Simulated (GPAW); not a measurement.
## Li/Ag(100): work function by functional and basis

How far do functional and basis move the work function of Li/Ag(100)?

Method: GPAW, PAW setups; slab in vacuum, relaxation, in the first sound run; inputs show where later runs differ, in GPAW 26.7.0.

Most raw output is cut from this account.

## Step 1: The structure

The cell holds 5 atoms: 4 Ag and 1 Li. Cell: a = 2.892 Å, b = 2.892 Å, c = 26.144 Å, α = 90.0°, β = 90.0°, γ = 90.0°. Vacuum lies along c.

As a file:

```
Ag Li
1.0
     2.89207    0.00000    0.00000
     0.00000    2.89207    0.00000
     0.00000    0.00000   26.14368
Ag Li
4 1
Direct
  0.50000 0.50000 0.34425
  0.00000 0.00000 0.42247
  0.50000 0.50000 0.50069
  0.00000 0.00000 0.57892
  0.50000 0.50000 0.65575
```

## Step 2: Relaxing the atoms

The atoms are relaxed first, since the surface dipole, and with it the work function, follows the positions of the outer layers. The lowest 2 atoms are held at bulk positions and keep their forces.

Contents of run.py:

```python
import json
import numpy as np
from ase import Atoms
from ase.constraints import FixAtoms
from ase.optimize import BFGS
from gpaw import GPAW, PW

slab = Atoms(
    ['Ag', 'Ag', 'Ag', 'Ag', 'Li'],
    positions=[
        [1.44603, 1.44603, 9.00000],
        [0.00000, 0.00000, 11.04500],
        [1.44603, 1.44603, 13.09000],
        [0.00000, 0.00000, 15.13500],
        [1.44603, 1.44603, 17.14368]],
    cell=[[2.89207, 0.0, 0.0], [0.0, 2.89207, 0.0], [0.0, 0.0, 26.14368]],
    pbc=[True, True, False])

slab.calc = GPAW(mode=PW(400), xc='PBE', kpts={'size': (11, 11, 1), 'gamma': True},
                 occupations={'name': 'fermi-dirac', 'width': 0.1}, nbands='300%',
                 convergence={'density': 1e-05}, maxiter=200,
                 poissonsolver={'dipolelayer': 'xy'},
                 symmetry={'tolerance': 1e-3, 'extra_ids': [1, 1, 0, 0, 0]}, txt='slab.txt')
result = {}
slab.set_constraint(FixAtoms([0, 1]))
path = []
opt = BFGS(slab, maxstep=0.2)
opt.attach(lambda: path.append((slab.get_potential_energy(), slab.positions.tolist(), slab.get_forces().tolist())))
result['relaxed'] = bool(opt.run(fmax=0.03, steps=40))
result['path'] = path
energy = slab.get_potential_energy()
fermi = slab.calc.get_fermi_level()
v = slab.calc.get_electrostatic_potential().mean((0, 1)) - fermi
n = slab.calc.get_pseudo_density().mean((0, 1))
L = slab.cell[2, 2]
z = np.arange(len(v)) * L / len(v)
low, high = slab.positions[:, 2].min(), slab.positions[:, 2].max()
below, above = np.interp([low - 6.8, high + 6.8], z, v)
slopes = [np.interp(x, z, np.gradient(v, z)) for x in (low - 6.8, high + 6.8)]
eps = np.array([[slab.calc.get_eigenvalues(k, s) for k in range(len(slab.calc.get_ibz_k_points()))]
                for s in range(slab.calc.get_number_of_spins())]) - fermi
top, bottom = eps[eps < 0].max(), eps[eps > 0].min()
dipole = slab.get_dipole_moment()[2]
print(f'energy {energy:.4f} eV, Fermi level {fermi:.4f} eV, dipole {dipole:.5f} e A')
print(f'potential 6.8 A off the faces, from the Fermi level: lower {below:.4f} eV, upper {above:.4f} eV')
print(f'slope of the potential there: lower {slopes[0]:.5f}, upper {slopes[1]:.5f} eV/A')
print(f'nearest levels on the mesh: {top:.4f} and {bottom:.4f} eV')
print('magnetic moment', round(slab.get_magnetic_moment(), 3))
result.update(energy=energy, fermi=fermi, dipole=dipole, below=below, above=above, slopes=slopes, edges=[top, bottom],
              z=z.tolist(), v=v.tolist(), n=n.tolist(), positions=slab.positions.tolist(),
              forces=slab.get_forces(apply_constraint=False).tolist(), moments=slab.get_magnetic_moments().tolist())
json.dump(result, open('result.json', 'w'))
```

Run with:

```
> OMP_NUM_THREADS=1 OPENBLAS_NUM_THREADS=1 python run.py
```

Elapsed: 34 min, on 1 thread of Arm Neoverse V2, shared host; peak memory 0.34 GiB.

The steps of the relaxation:

```
step  energy less that of the first step (eV)  largest force (eV/Å)
   1                                   0.0000                0.5503
   2                                  -0.0053                0.5149
   3                                  -0.0453                0.2873
   4                                  -0.0463                0.2612
   5                                  -0.0526                0.0630
   6                                  -0.0534                0.0356
   7                                  -0.0536                0.0347
   8                                  -0.0536                0.0368
   9                                  -0.0538                0.0392
  10                                  -0.0543                0.0413
  11                                  -0.0544                0.0316
  12                                  -0.0545                0.0004
```

The atoms that moved most (Å):

```
atom     dx     dy      dz  length
 Ag4  0.000  0.000   0.178   0.178
 Ag3  0.000  0.000   0.073   0.073
 Li5  0.000  0.000  -0.028   0.028
```

The relaxed structure:

```xyz
5
Lattice="2.8921 0.0000 0.0000 0.0000 2.8921 0.0000 0.0000 0.0000 26.1437" Properties=species:S:1:pos:R:3
Ag    1.4460    1.4460    9.0000
Ag    0.0000    0.0000   11.0450
Ag    1.4460    1.4460   13.1633
Ag    0.0000    0.0000   15.3127
Li    1.4460    1.4460   17.1160
```

Numbers from this step:

| Item | Value |
| --- | --- |
| dipole along the normal | 0.05781 e·Å |
| levels nearest the Fermi level on the mesh | -0.005069, 0.006240 eV from the Fermi level |
| upper work function | 2.989 eV |
| lower work function | 4.236 eV |

The electrostatic potential energy of an electron (without an applied field's), less the Fermi level, planar mean oscillates, so the rows of the table below give means over windows of 2.09 Å about each position, cut where the curve ends. Its maxima inside the range that stand out by 2 % of the span (Å: eV): 2.2: 4.24, 10.0: -0.758, 12.1: -0.290, 14.2: -0.197, 16.4: -0.524. Its minima: 9.0: -17.3, 11.1: -17.5, 13.2: -17.5, 15.3: -17.5, 17.2: -3.18.

The electrostatic potential energy of an electron (without an applied field's), less the Fermi level, planar mean by z; means over each step:

```
z (Å)  electrostatic potential energy of an electron (without an applied field's), less the Fermi level, planar mean (eV)
 1.04                                                                                                                4.18
 3.13                                                                                                                4.24
 5.22                                                                                                                4.23
 7.31                                                                                                                2.80
 9.40                                                                                                               -7.99
11.49                                                                                                               -7.89
13.58                                                                                                               -7.81
15.67                                                                                                               -8.01
17.77                                                                                                              -0.409
19.85                                                                                                                2.83
21.95                                                                                                                2.99
24.03                                                                                                                2.99
```

The pseudo valence density, planar mean oscillates, so the rows of the table below give means over windows of 2.09 Å about each position, cut where the curve ends. Its maxima inside the range that stand out by 2 % of the span (Å: e/Å³): 9.0: 2.24, 11.1: 2.22, 13.2: 2.24, 15.3: 2.22. Its minima: 10.0: 0.266, 12.1: 0.239, 14.2: 0.226.

Pseudo valence density, planar mean against z; means over each step:

```
z (Å)  pseudo valence density, planar mean (e/Å³)
 3.13                                           0
 5.22                                      2.4e-4
 7.31                                      0.0700
 9.40                                       0.980
11.49                                       0.966
13.58                                       0.959
15.67                                       0.932
17.77                                      0.0376
19.85                                     0.00277
21.95                                      6.1e-5
```

The relaxation lowered the energy of the cell by 0.0545 eV (energies extrapolated to zero smearing; the optimiser's log prints free energies). The largest force left on a free atom is 3.9e-4 eV/Å.

## Step 3: The slab's potential

The work function is the vacuum plateau of the electrostatic potential less the Fermi level; a dipole layer lets the two faces have plateaus of their own.

This step: GPAW, PAW setups; slab in vacuum (GPAW 26.7.0).

Changes to run.py since step 2:

```diff
@@ -3,4 +3,2 @@
 from ase import Atoms
-from ase.constraints import FixAtoms
-from ase.optimize import BFGS
 from gpaw import GPAW, PW
@@ -12,5 +10,5 @@
         [0.00000, 0.00000, 11.04500],
-        [1.44603, 1.44603, 13.09000],
-        [0.00000, 0.00000, 15.13500],
-        [1.44603, 1.44603, 17.14368]],
+        [1.44603, 1.44603, 13.16328],
+        [-0.00000, -0.00000, 15.31274],
+        [1.44603, 1.44603, 17.11597]],
     cell=[[2.89207, 0.0, 0.0], [0.0, 2.89207, 0.0], [0.0, 0.0, 26.14368]],
@@ -22,10 +20,4 @@
                  poissonsolver={'dipolelayer': 'xy'},
-                 symmetry={'tolerance': 1e-3, 'extra_ids': [1, 1, 0, 0, 0]}, txt='slab.txt')
+                 symmetry={'tolerance': 1e-3}, txt='slab.txt')
 result = {}
-slab.set_constraint(FixAtoms([0, 1]))
-path = []
-opt = BFGS(slab, maxstep=0.2)
-opt.attach(lambda: path.append((slab.get_potential_energy(), slab.positions.tolist(), slab.get_forces().tolist())))
-result['relaxed'] = bool(opt.run(fmax=0.03, steps=40))
-result['path'] = path
 energy = slab.get_potential_energy()
```

Wall time 4.7 min (1 thread); peak memory 0.33 GiB.

Numbers from this step:

```
dipole along the normal                    : 0.05773 e·Å
levels nearest the Fermi level on the mesh : -0.005076, 0.006237 eV from the Fermi level
```

The electrostatic potential energy of an electron (without an applied field's), less the Fermi level, planar mean by z:

```
z (Å)  electrostatic potential energy of an electron (without an applied field's), less the Fermi level, planar mean (eV)
  0.0                                                                                                                3.61
  0.5                                                                                                                4.24
  1.0                                                                                                                4.24
  1.5                                                                                                                4.24
  2.0                                                                                                                4.24
  2.5                                                                                                                4.24
  3.0                                                                                                                4.24
  3.5                                                                                                                4.24
  4.0                                                                                                                4.24
  4.5                                                                                                                4.23
  5.0                                                                                                                4.23
  5.5                                                                                                                4.23
  6.0                                                                                                                4.22
  6.5                                                                                                                4.17
  7.0                                                                                                                4.01
  7.5                                                                                                                3.43
  8.0                                                                                                                1.20
  8.5                                                                                                               -7.24
  9.0                                                                                                               -17.3
  9.5                                                                                                               -7.41
 10.0                                                                                                              -0.812
 10.5                                                                                                               -6.56
 11.0                                                                                                               -17.3
 11.5                                                                                                               -8.71
 12.0                                                                                                              -0.556
 12.5                                                                                                               -3.88
 13.0                                                                                                               -15.9
 13.5                                                                                                               -11.9
 14.0                                                                                                               -1.38
 14.5                                                                                                               -1.71
 15.0                                                                                                               -12.7
 15.5                                                                                                               -15.7
 16.0                                                                                                               -3.77
 16.5                                                                                                              -0.613
 17.0                                                                                                               -2.89
 17.5                                                                                                               -1.79
 18.0                                                                                                               0.671
 18.5                                                                                                                1.96
 19.0                                                                                                                2.56
 19.5                                                                                                                2.82
 20.0                                                                                                                2.92
 20.5                                                                                                                2.96
 21.0                                                                                                                2.98
 21.5                                                                                                                2.99
 22.0                                                                                                                2.99
 22.5                                                                                                                2.99
 23.0                                                                                                                2.99
 23.5                                                                                                                2.99
 24.0                                                                                                                2.99
 24.5                                                                                                                2.99
 25.0                                                                                                                2.99
 25.5                                                                                                                2.99
 26.0                                                                                                                3.35
```

The pseudo valence density, planar mean oscillates, so the rows of the table below give means over windows of 2.09 Å about each position, cut where the curve ends. Its maxima inside the range that stand out by 2 % of the span (Å: e/Å³): 9.0: 2.24, 11.1: 2.22, 13.2: 2.24, 15.3: 2.22. Its minima: 10.0: 0.266, 12.1: 0.239, 14.2: 0.226.

Table of pseudo valence density, planar mean by z; means over each step:

z (Å), pseudo valence density, planar mean (e/Å³) and a bar:
```
     3.13       0.00 
     5.22       0.00 
     7.31       0.07 ##
     9.40       0.98 ##############################
    11.49       0.97 ##############################
    13.58       0.96 #############################
    15.67       0.93 #############################
    17.77       0.04 #
    19.85       0.00 
    21.95       0.00
```

Force by atom:

```
atom  x (eV/Å)  y (eV/Å)  z (eV/Å)    size
 Ag1    0.0000    0.0000   -0.0841  0.0841
 Ag2    0.0000    0.0000    0.0830  0.0830
 Ag3    0.0000    0.0000    0.0000  0.0000
 Ag4    0.0000    0.0000    0.0001  0.0001
 Li5    0.0000    0.0000    0.0001  0.0001
```

The potential is flat to 2.5e-4 eV/Å where it is read, so the vacuum is wide enough.

(Continued in part 2 of 2.)

[Logs are printed without paths, hosts, clocks, repeated set-up lines and the standing remarks that a program may print on its own settings, such as how far it seeks lower states.]

[Hosts, paths, dates, database ids (printed as entryN), source tags and the programs' standing remarks are cut or masked in the printed files.]
